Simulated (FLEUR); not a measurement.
## Magnetic state of MnO (Manganosite) from several starts

Does MnO (Manganosite) prefer parallel or opposed moments?

Program: FLEUR MaX-R8.1. Level of theory: PBEsol; all-electron FLAPW, Dirac cores, scalar-relativistic bands. Results are calculated unless marked as measured.

Most raw output is cut from this account.

**1. Starting point**

Symmetry: Fm-3m, No. 225, cubic system. The conventional cell has a = 4.446 Å, b = 4.446 Å, c = 4.446 Å, α = 90.00°, β = 90.00°, γ = 90.00°. Nearest to Mn lie 6 O at 2.22 Å. O has 6 Mn at 2.22 Å nearest. Farther neighbours and most contacts between anions are not listed.

Coordinates:

```cif
data_structure
_symmetry_space_group_name_H-M 'Fm-3m'
_symmetry_Int_Tables_number 225
_cell_length_a 4.4460
_cell_length_b 4.4460
_cell_length_c 4.4460
_cell_angle_alpha 90.000
_cell_angle_beta 90.000
_cell_angle_gamma 90.000
_cell_volume 87.88
loop_
_atom_site_label
_atom_site_type_symbol
_atom_site_symmetry_multiplicity
_atom_site_Wyckoff_symbol
_atom_site_fract_x
_atom_site_fract_y
_atom_site_fract_z
_atom_site_occupancy
Mn1 Mn 4 a 0.00000 0.00000 0.00000 1
O1 O 4 b 0.50000 0.00000 0.00000 1
```

**2. Run 1 (ferro +)**

The parallel start is the test of whether parallel moments hold.

inpgen writes inp.xml from crystal.txt; cutoffs, mixing, functional, smearing and local orbitals are then set in the file. The k list default-1 (kpts.xml, not shown) is a Γ-centred 8×8×8 mesh; where the ranks do not divide the number of points, some are split in two of half the weight.

File inp.xml:

```
<?xml version="1.0" encoding="UTF-8" standalone="no"?>
<fleurInput fleurInputVersion="0.39">
   <comment>
      MnO
   </comment>
   <calculationSetup>
      <cutoffs Kmax="4.05" Gmax="12.1" GmaxXC="12.1" numbands="0"/>
      <scfLoop itmax="130" minDistance="0.00002" maxIterBroyd="15" imix="Anderson" alpha="0.05" precondParam="0.0" spinf="2.0" sdNocoIR="T"/>
      <coreElectrons ctail="T" frcor="F" kcrel="0" coretail_lmax="0"/>
      <xcFunctional name="PBEs" relativisticCorrections="F"/>
      <magnetism jspins="2"/>
      <soc l_soc="F" theta="0.0" phi="0.0" spav="F"/>
      <expertModes spex="0" secvar="F"/>
      <geometryOptimization l_f="F" forcealpha="1.0" forcemix="BFGS" epsdisp="0.00001" epsforce="0.00001"/>
      <ldaU l_linMix="F" mixParam="0.05" spinf="1.0"/>
   </calculationSetup>
   <cell>
      <bzIntegration valenceElectrons="21.0" mode="hist" fermiSmearingEnergy="0.00110248">
         <kPointListSelection listName="default-1"/>
         <xi:include xmlns:xi="http://www.w3.org/2001/XInclude" href="kpts.xml"> </xi:include>
      </bzIntegration>
      <xi:include xmlns:xi="http://www.w3.org/2001/XInclude" href="sym.xml"> </xi:include>
      <bulkLattice scale="1.0">
         <bravaisMatrix>
            <row-1>    0.0000000000000000     4.2008611749857998     4.2008611749857998</row-1>
            <row-2>    4.2008611749857998     0.0000000000000000     4.2008611749857998</row-2>
            <row-3>    4.2008611749857998     4.2008611749857998     0.0000000000000000</row-3>
         </bravaisMatrix>
      </bulkLattice>
   </cell>
   <atomSpecies>
      <species name="Manganese 4.500" element="Mn" atomicNumber="25">
         <mtSphere radius="2.62" gridPoints="867" logIncrement="0.014"/>
         <atomicCutoffs lmax="10" lnonsphr="8"/>
         <electronConfig flipSpins="F">
            <coreConfig>(1s1/2) (2s1/2) (2p1/2) (2p3/2)</coreConfig>
            <valenceConfig>(3s1/2) (3p1/2) (3p3/2) (4s1/2) (3d3/2) (3d5/2)</valenceConfig>
            <stateOccupation state="(3d3/2)" spinUp="1.75" spinDown="0.25"/>
            <stateOccupation state="(3d5/2)" spinUp="3.0" spinDown="0.0"/>
         </electronConfig>
         <energyParameters s="4" p="4" d="3" f="4"/>
         <lo type="SCLO" l="0" n="3" eDeriv="0"/>
         <lo type="SCLO" l="1" n="3" eDeriv="0"/>
      </species>
      <species name="Oxygen (O)" element="O" atomicNumber="8">
         <mtSphere radius="1.48" gridPoints="489" logIncrement="0.022"/>
         <atomicCutoffs lmax="6" lnonsphr="4"/>
         <electronConfig flipSpins="F">
            <coreConfig>(1s1/2)</coreConfig>
            <valenceConfig>(2s1/2) (2p1/2) (2p3/2)</valenceConfig>
            <stateOccupation state="(2p1/2)" spinUp="0.666667" spinDown="0.666667"/>
            <stateOccupation state="(2p3/2)" spinUp="1.333333" spinDown="1.333333"/>
         </electronConfig>
         <energyParameters s="2" p="2" d="3" f="4"/>
      </species>
   </atomSpecies>
   <atomGroups>
      <atomGroup species="Manganese 4.500">
         <relPos label="                   1">.0000000000 .0000000000 .0000000000</relPos>
         <force calculate="T" relaxXYZ="TTT"/>
      </atomGroup>
      <atomGroup species="Oxygen (O)">
         <relPos label="                   2">1.000/2.000 1.000/2.000 1.000/2.000</relPos>
         <force calculate="T" relaxXYZ="TTT"/>
      </atomGroup>
   </atomGroups>
   <output dos="F" band="F" slice="F">
      <bandDOS minEnergy="-.5*Htr" maxEnergy="0.5*Htr" sigma="0.015" storeEVData="T"/>
      <plotting iplot="0" polar="F">
         <plot TwoD="T" vec1="  1.0  0.0  0.0" vec2="  0.0  1.0  0.0" vec3="  0.0  0.0  1.0" zero="  0.0  0.0  0.0" file="plot"/>
      </plotting>
      <moessbauerParams electricFieldGradient="F" isomerShift="F" coreHyperfine="F" valenceHyperfine="F"/>
   </output>
</fleurInput>
```

File crystal.txt:

```
MnO
&input film=F cartesian=F /
0.00000000000  2.22300000000  2.22300000000
2.22300000000  0.00000000000  2.22300000000
2.22300000000  2.22300000000  0.00000000000
1.8897261246
1.0 1.0 1.0

2
25 0.00000000000  0.00000000000  0.00000000000 : 4.500
8 0.50000000000  0.50000000000  0.50000000000

&kpt div1=8 div2=8 div3=8 gamma=T /
```

On the command line:

```bash
OMP_NUM_THREADS=1 inpgen -f crystal.txt > inpgen.log  # inp.xml is then edited as shown
OMP_NUM_THREADS=1 mpirun -n 4 fleur_MPI > fleur.log
```

The job ended after 13 s (4 MPI ranks of Intel Xeon Platinum 8488C (Sapphire Rapids), shared host; peak memory 0.26 GiB; 50 s of CPU time).

This step gave:

- free energy: -33539.7392 eV
- program's band gap on this mesh (in a metal only a level spacing): 0.01539 eV
- magnetization: 4.775 μB
- final state: ferromagnetic
- largest moment: 4.450 μB

After 21 cycles the largest moment stands at 4.45 μB.

**3. Run 2 (antiferro q=(0,1/2,1/2) +-)**

Reversing part of the moments tests the sign of the couplings between them.

This order needs a doubled cell of 4 atoms. The mesh is halved along the doubled vector, so that both cells sample the same points. The k list default-1 (kpts.xml, not shown) is a Γ-centred 8×4×8 mesh.

inp.xml, as its differences from that of step 2:

```diff
@@ -17,3 +17,3 @@
    <cell>
-      <bzIntegration valenceElectrons="21.0" mode="hist" fermiSmearingEnergy="0.00110248">
+      <bzIntegration valenceElectrons="42.0" mode="hist" fermiSmearingEnergy="0.00110248">
          <kPointListSelection listName="default-1"/>
@@ -25,4 +25,4 @@
             <row-1>    0.0000000000000000     4.2008611749857998     4.2008611749857998</row-1>
-            <row-2>    4.2008611749857998     0.0000000000000000     4.2008611749857998</row-2>
-            <row-3>    4.2008611749857998     4.2008611749857998     0.0000000000000000</row-3>
+            <row-2>    8.4017223499715996     0.0000000000000000     8.4017223499715996</row-2>
+            <row-3>    8.4017223499715996     4.2008611749857998     4.2008611749857998</row-3>
          </bravaisMatrix>
@@ -39,2 +39,15 @@
             <stateOccupation state="(3d5/2)" spinUp="3.0" spinDown="0.0"/>
+         </electronConfig>
+         <energyParameters s="4" p="4" d="3" f="4"/>
+         <lo type="SCLO" l="0" n="3" eDeriv="0"/>
+         <lo type="SCLO" l="1" n="3" eDeriv="0"/>
+      </species>
+      <species name="Manganese -4.500" element="Mn" atomicNumber="25">
+         <mtSphere radius="2.62" gridPoints="867" logIncrement="0.014"/>
+         <atomicCutoffs lmax="10" lnonsphr="8"/>
+         <electronConfig flipSpins="F">
+            <coreConfig>(1s1/2) (2s1/2) (2p1/2) (2p3/2)</coreConfig>
+            <valenceConfig>(3s1/2) (3p1/2) (3p3/2) (4s1/2) (3d3/2) (3d5/2)</valenceConfig>
+            <stateOccupation state="(3d3/2)" spinUp="0.25" spinDown="1.75"/>
+            <stateOccupation state="(3d5/2)" spinUp="0.0" spinDown="3.0"/>
          </electronConfig>
@@ -61,4 +74,12 @@
       </atomGroup>
+      <atomGroup species="Manganese -4.500">
+         <relPos label="                   2">.0000000000 1.000/2.000 .0000000000</relPos>
+         <force calculate="T" relaxXYZ="TTT"/>
+      </atomGroup>
       <atomGroup species="Oxygen (O)">
-         <relPos label="                   2">1.000/2.000 1.000/2.000 1.000/2.000</relPos>
+         <relPos label="                   3">1.000/2.000 .0000000000 1.000/2.000</relPos>
+         <force calculate="T" relaxXYZ="TTT"/>
+      </atomGroup>
+      <atomGroup species="Oxygen (O)">
+         <relPos label="                   4">1.000/2.000 1.000/2.000 1.000/2.000</relPos>
          <force calculate="T" relaxXYZ="TTT"/>
```

File crystal.txt:

```
MnO
&input film=F cartesian=F /
0.00000000000  2.22300000000  2.22300000000
4.44600000000  0.00000000000  4.44600000000
4.44600000000  2.22300000000  2.22300000000
1.8897261246
1.0 1.0 1.0

4
25 0.00000000000  0.00000000000  0.00000000000 : 4.500
25 0.00000000000  0.50000000000  0.00000000000 : -4.500
8 0.50000000000  0.00000000000  0.50000000000
8 0.50000000000  0.50000000000  0.50000000000

&kpt div1=8 div2=4 div3=8 gamma=T /
```

Wall time 68 s (4 MPI ranks); peak memory 0.46 GiB; 4.5 min of CPU time.

Spin moment in the muffin-tin sphere by atom:

```
atom  spin moment in the muffin-tin sphere (μB)
 Mn1                                       4.47
 Mn2                                      -4.47
  O3                                      -0.08
  O4                                       0.08
```

This step gave:

```
free energy                                                       : -67079.6216 eV
program's band gap on this mesh (in a metal only a level spacing) : 3.59e-6 eV
magnetization                                                     : 0 μB
final state                                                       : antiferromagnetic
```

It lies 71.6 meV a seeded atom under the first start, and its largest moment is 4.47 μB against 4.45 μB.

**4. Order 3, typed as antiferro q=(0,0,1/2) +-**

The cell is doubled to 4 atoms to hold this order. The mesh is halved along the doubled vector, so that both cells sample the same points. The k list default-1 (kpts.xml, not shown) is a Γ-centred 8×8×4 mesh.

inp.xml, as its differences from that of step 3:

```diff
@@ -25,4 +25,4 @@
             <row-1>    0.0000000000000000     4.2008611749857998     4.2008611749857998</row-1>
-            <row-2>    8.4017223499715996     0.0000000000000000     8.4017223499715996</row-2>
-            <row-3>    8.4017223499715996     4.2008611749857998     4.2008611749857998</row-3>
+            <row-2>    4.2008611749857998     0.0000000000000000     4.2008611749857998</row-2>
+            <row-3>    8.4017223499715996     8.4017223499715996     0.0000000000000000</row-3>
          </bravaisMatrix>
@@ -75,3 +75,3 @@
       <atomGroup species="Manganese -4.500">
-         <relPos label="                   2">.0000000000 1.000/2.000 .0000000000</relPos>
+         <relPos label="                   2">.0000000000 .0000000000 1.000/2.000</relPos>
          <force calculate="T" relaxXYZ="TTT"/>
@@ -79,7 +79,4 @@
       <atomGroup species="Oxygen (O)">
-         <relPos label="                   3">1.000/2.000 .0000000000 1.000/2.000</relPos>
-         <force calculate="T" relaxXYZ="TTT"/>
-      </atomGroup>
-      <atomGroup species="Oxygen (O)">
-         <relPos label="                   4">1.000/2.000 1.000/2.000 1.000/2.000</relPos>
+         <relPos label="                   3">1.000/2.000 1.000/2.000 1.000/4.000</relPos>
+         <relPos label="                   4">1.000/2.000 1.000/2.000 -1.000/4.000</relPos>
          <force calculate="T" relaxXYZ="TTT"/>
```

File crystal.txt:

```
MnO
&input film=F cartesian=F /
0.00000000000  2.22300000000  2.22300000000
2.22300000000  0.00000000000  2.22300000000
4.44600000000  4.44600000000  0.00000000000
1.8897261246
1.0 1.0 1.0

4
25 0.00000000000  0.00000000000  0.00000000000 : 4.500
25 0.00000000000  0.00000000000  0.50000000000 : -4.500
8 0.50000000000  0.50000000000  0.25000000000
8 0.50000000000  0.50000000000  0.75000000000

&kpt div1=8 div2=8 div3=4 gamma=T /
```

The job ended after 49 s (4 MPI ranks; peak memory 0.4 GiB; 3.2 min of CPU time).

Spin moment in the muffin-tin sphere by atom:

```
atom  spin moment in the muffin-tin sphere (μB)
 Mn1                                       4.42
 Mn2                                      -4.42
  O3                                       0.00
  O4                                       0.00
```

Numbers from this step:

| Quantity | Value |
| --- | --- |
| free energy | -67079.7569 eV |
| program's band gap on this mesh (in a metal only a level spacing) | 0.7924 eV |
| magnetization | 0 μB |
| final state | antiferromagnetic |

It lies 139 meV a seeded atom under the first start, and its largest moment is 4.42 μB against 4.45 μB.

**5. Run 4 (no spin polarisation)**

Without spin polarisation no moment can form, so the difference from the other runs is what forming moments gains.

The k list default-1 (kpts.xml, not shown) is a Γ-centred 8×8×8 mesh.

File inp.xml:

```
<?xml version="1.0" encoding="UTF-8" standalone="no"?>
<fleurInput fleurInputVersion="0.39">
   <comment>
      MnO
   </comment>
   <calculationSetup>
      <cutoffs Kmax="4.05" Gmax="12.1" GmaxXC="12.1" numbands="0"/>
      <scfLoop itmax="130" minDistance="0.00002" maxIterBroyd="15" imix="Anderson" alpha="0.05" precondParam="0.0" spinf="2.0" sdNocoIR="T"/>
      <coreElectrons ctail="T" frcor="F" kcrel="0" coretail_lmax="0"/>
      <xcFunctional name="PBEs" relativisticCorrections="F"/>
      <magnetism jspins="1"/>
      <soc l_soc="F" theta="0.0" phi="0.0" spav="F"/>
      <expertModes spex="0" secvar="F"/>
      <geometryOptimization l_f="F" forcealpha="1.0" forcemix="BFGS" epsdisp="0.00001" epsforce="0.00001"/>
      <ldaU l_linMix="F" mixParam="0.05" spinf="1.0"/>
   </calculationSetup>
   <cell>
      <bzIntegration valenceElectrons="21.0" mode="hist" fermiSmearingEnergy="0.00110248">
         <kPointListSelection listName="default-1"/>
         <xi:include xmlns:xi="http://www.w3.org/2001/XInclude" href="kpts.xml"> </xi:include>
      </bzIntegration>
      <xi:include xmlns:xi="http://www.w3.org/2001/XInclude" href="sym.xml"> </xi:include>
      <bulkLattice scale="1.0">
         <bravaisMatrix>
            <row-1>    0.0000000000000000     4.2008611749857998     4.2008611749857998</row-1>
            <row-2>    4.2008611749857998     0.0000000000000000     4.2008611749857998</row-2>
            <row-3>    4.2008611749857998     4.2008611749857998     0.0000000000000000</row-3>
         </bravaisMatrix>
      </bulkLattice>
   </cell>
   <atomSpecies>
      <species name="Manganese (Mn)" element="Mn" atomicNumber="25">
         <mtSphere radius="2.62" gridPoints="867" logIncrement="0.014"/>
         <atomicCutoffs lmax="10" lnonsphr="8"/>
         <electronConfig flipSpins="F">
            <coreConfig>(1s1/2) (2s1/2) (2p1/2) (2p3/2)</coreConfig>
            <valenceConfig>(3s1/2) (3p1/2) (3p3/2) (4s1/2) (3d3/2) (3d5/2)</valenceConfig>
            <stateOccupation state="(3d3/2)" spinUp="1.000000" spinDown="1.000000"/>
            <stateOccupation state="(3d5/2)" spinUp="1.500000" spinDown="1.500000"/>
         </electronConfig>
         <energyParameters s="4" p="4" d="3" f="4"/>
         <lo type="SCLO" l="0" n="3" eDeriv="0"/>
         <lo type="SCLO" l="1" n="3" eDeriv="0"/>
      </species>
      <species name="Oxygen (O)" element="O" atomicNumber="8">
         <mtSphere radius="1.48" gridPoints="489" logIncrement="0.022"/>
         <atomicCutoffs lmax="6" lnonsphr="4"/>
         <electronConfig flipSpins="F">
            <coreConfig>(1s1/2)</coreConfig>
            <valenceConfig>(2s1/2) (2p1/2) (2p3/2)</valenceConfig>
            <stateOccupation state="(2p1/2)" spinUp="0.666667" spinDown="0.666667"/>
            <stateOccupation state="(2p3/2)" spinUp="1.333333" spinDown="1.333333"/>
         </electronConfig>
         <energyParameters s="2" p="2" d="3" f="4"/>
      </species>
   </atomSpecies>
   <atomGroups>
      <atomGroup species="Manganese (Mn)">
         <relPos label="                   1">.0000000000 .0000000000 .0000000000</relPos>
         <force calculate="T" relaxXYZ="TTT"/>
      </atomGroup>
      <atomGroup species="Oxygen (O)">
         <relPos label="                   2">1.000/2.000 1.000/2.000 1.000/2.000</relPos>
         <force calculate="T" relaxXYZ="TTT"/>
      </atomGroup>
   </atomGroups>
   <output dos="F" band="F" slice="F">
      <bandDOS minEnergy="-.5*Htr" maxEnergy="0.5*Htr" sigma="0.015" storeEVData="T"/>
      <plotting iplot="0" polar="F">
         <plot TwoD="T" vec1="  1.0  0.0  0.0" vec2="  0.0  1.0  0.0" vec3="  0.0  0.0  1.0" zero="  0.0  0.0  0.0" file="plot"/>
      </plotting>
      <moessbauerParams electricFieldGradient="F" isomerShift="F" coreHyperfine="F" valenceHyperfine="F"/>
   </output>
</fleurInput>
```

File crystal.txt:

```
MnO
&input film=F cartesian=F /
0.00000000000  2.22300000000  2.22300000000
2.22300000000  0.00000000000  2.22300000000
2.22300000000  2.22300000000  0.00000000000
1.8897261246
1.0 1.0 1.0

2
25 0.00000000000  0.00000000000  0.00000000000
8 0.50000000000  0.50000000000  0.50000000000

&kpt div1=8 div2=8 div3=8 gamma=T /
```

The job ended after 8 s (4 MPI ranks; peak memory 0.22 GiB; 31 s of CPU time).

Read from the output:

| Quantity | Value |
| --- | --- |
| free energy | -33537.5976 eV |
| program's band gap on this mesh (in a metal only a level spacing) | 0 eV |
| final state | non-magnetic (no spin polarisation) |

It lies 2142 meV a seeded atom over the first start.

**6. Ranking**

Free energies are divided by the number of seeded atoms, so that cells of unlike size compare. Wavevectors q in the names are fractions of the primitive cell's reciprocal vectors.

Orders:

```
                     start        final state  typed order kept  energy over the lowest (meV a seeded atom)  largest sphere moment (μB)  net moment (μB a primitive cell)  mesh matched  CPU time (s)
                   ferro +      ferromagnetic               yes                                       139.3                        4.45                             4.775           yes         50.02
antiferro q=(0,1/2,1/2) +-  antiferromagnetic               yes                                       67.64                        4.47                                 0           yes         272.5
  antiferro q=(0,0,1/2) +-  antiferromagnetic               yes                                           0                       4.416                                 0           yes           194
      no spin polarisation       non-magnetic                 -                                        2281                           0                                 0           yes         31.27
```

**7. Summary of results**

```json
{"lowest state found": "antiferromagnetic (typed antiferro q=(0,0,1/2) +-)", "largest site spin moment": "4.42 μB", "next finished state": "antiferromagnetic, 67.6 meV a seeded atom higher", "energy gained by spin polarisation": "2281 meV a seeded atom"}
```

**Reading.** The lowest state found is antiferromagnetic, reached from the start antiferro q=(0,0,1/2) +-, with moments up to 4.42 μB. The next finished state costs 68 meV a seeded atom. Forming the largest moments gains far more than ordering them, so they should outlast the ordering temperature. This is the lowest of 4 finished starts, no proof of the ground state.

[Logs and program files are shortened in this print: banners, set-up blocks, solver, clock and traceback lines can be left out without a mark of their own.]

[Logs are printed without paths, hosts, clocks, repeated set-up lines and the standing remarks that a program may print on its own settings, such as how far it seeks lower states.]

[Hosts, paths, dates, database ids (printed as entryN), source tags and the programs' standing remarks are cut or masked in the printed files.]

[Where a cell is said to come from a database of computed structures, the database is the Materials Project.]
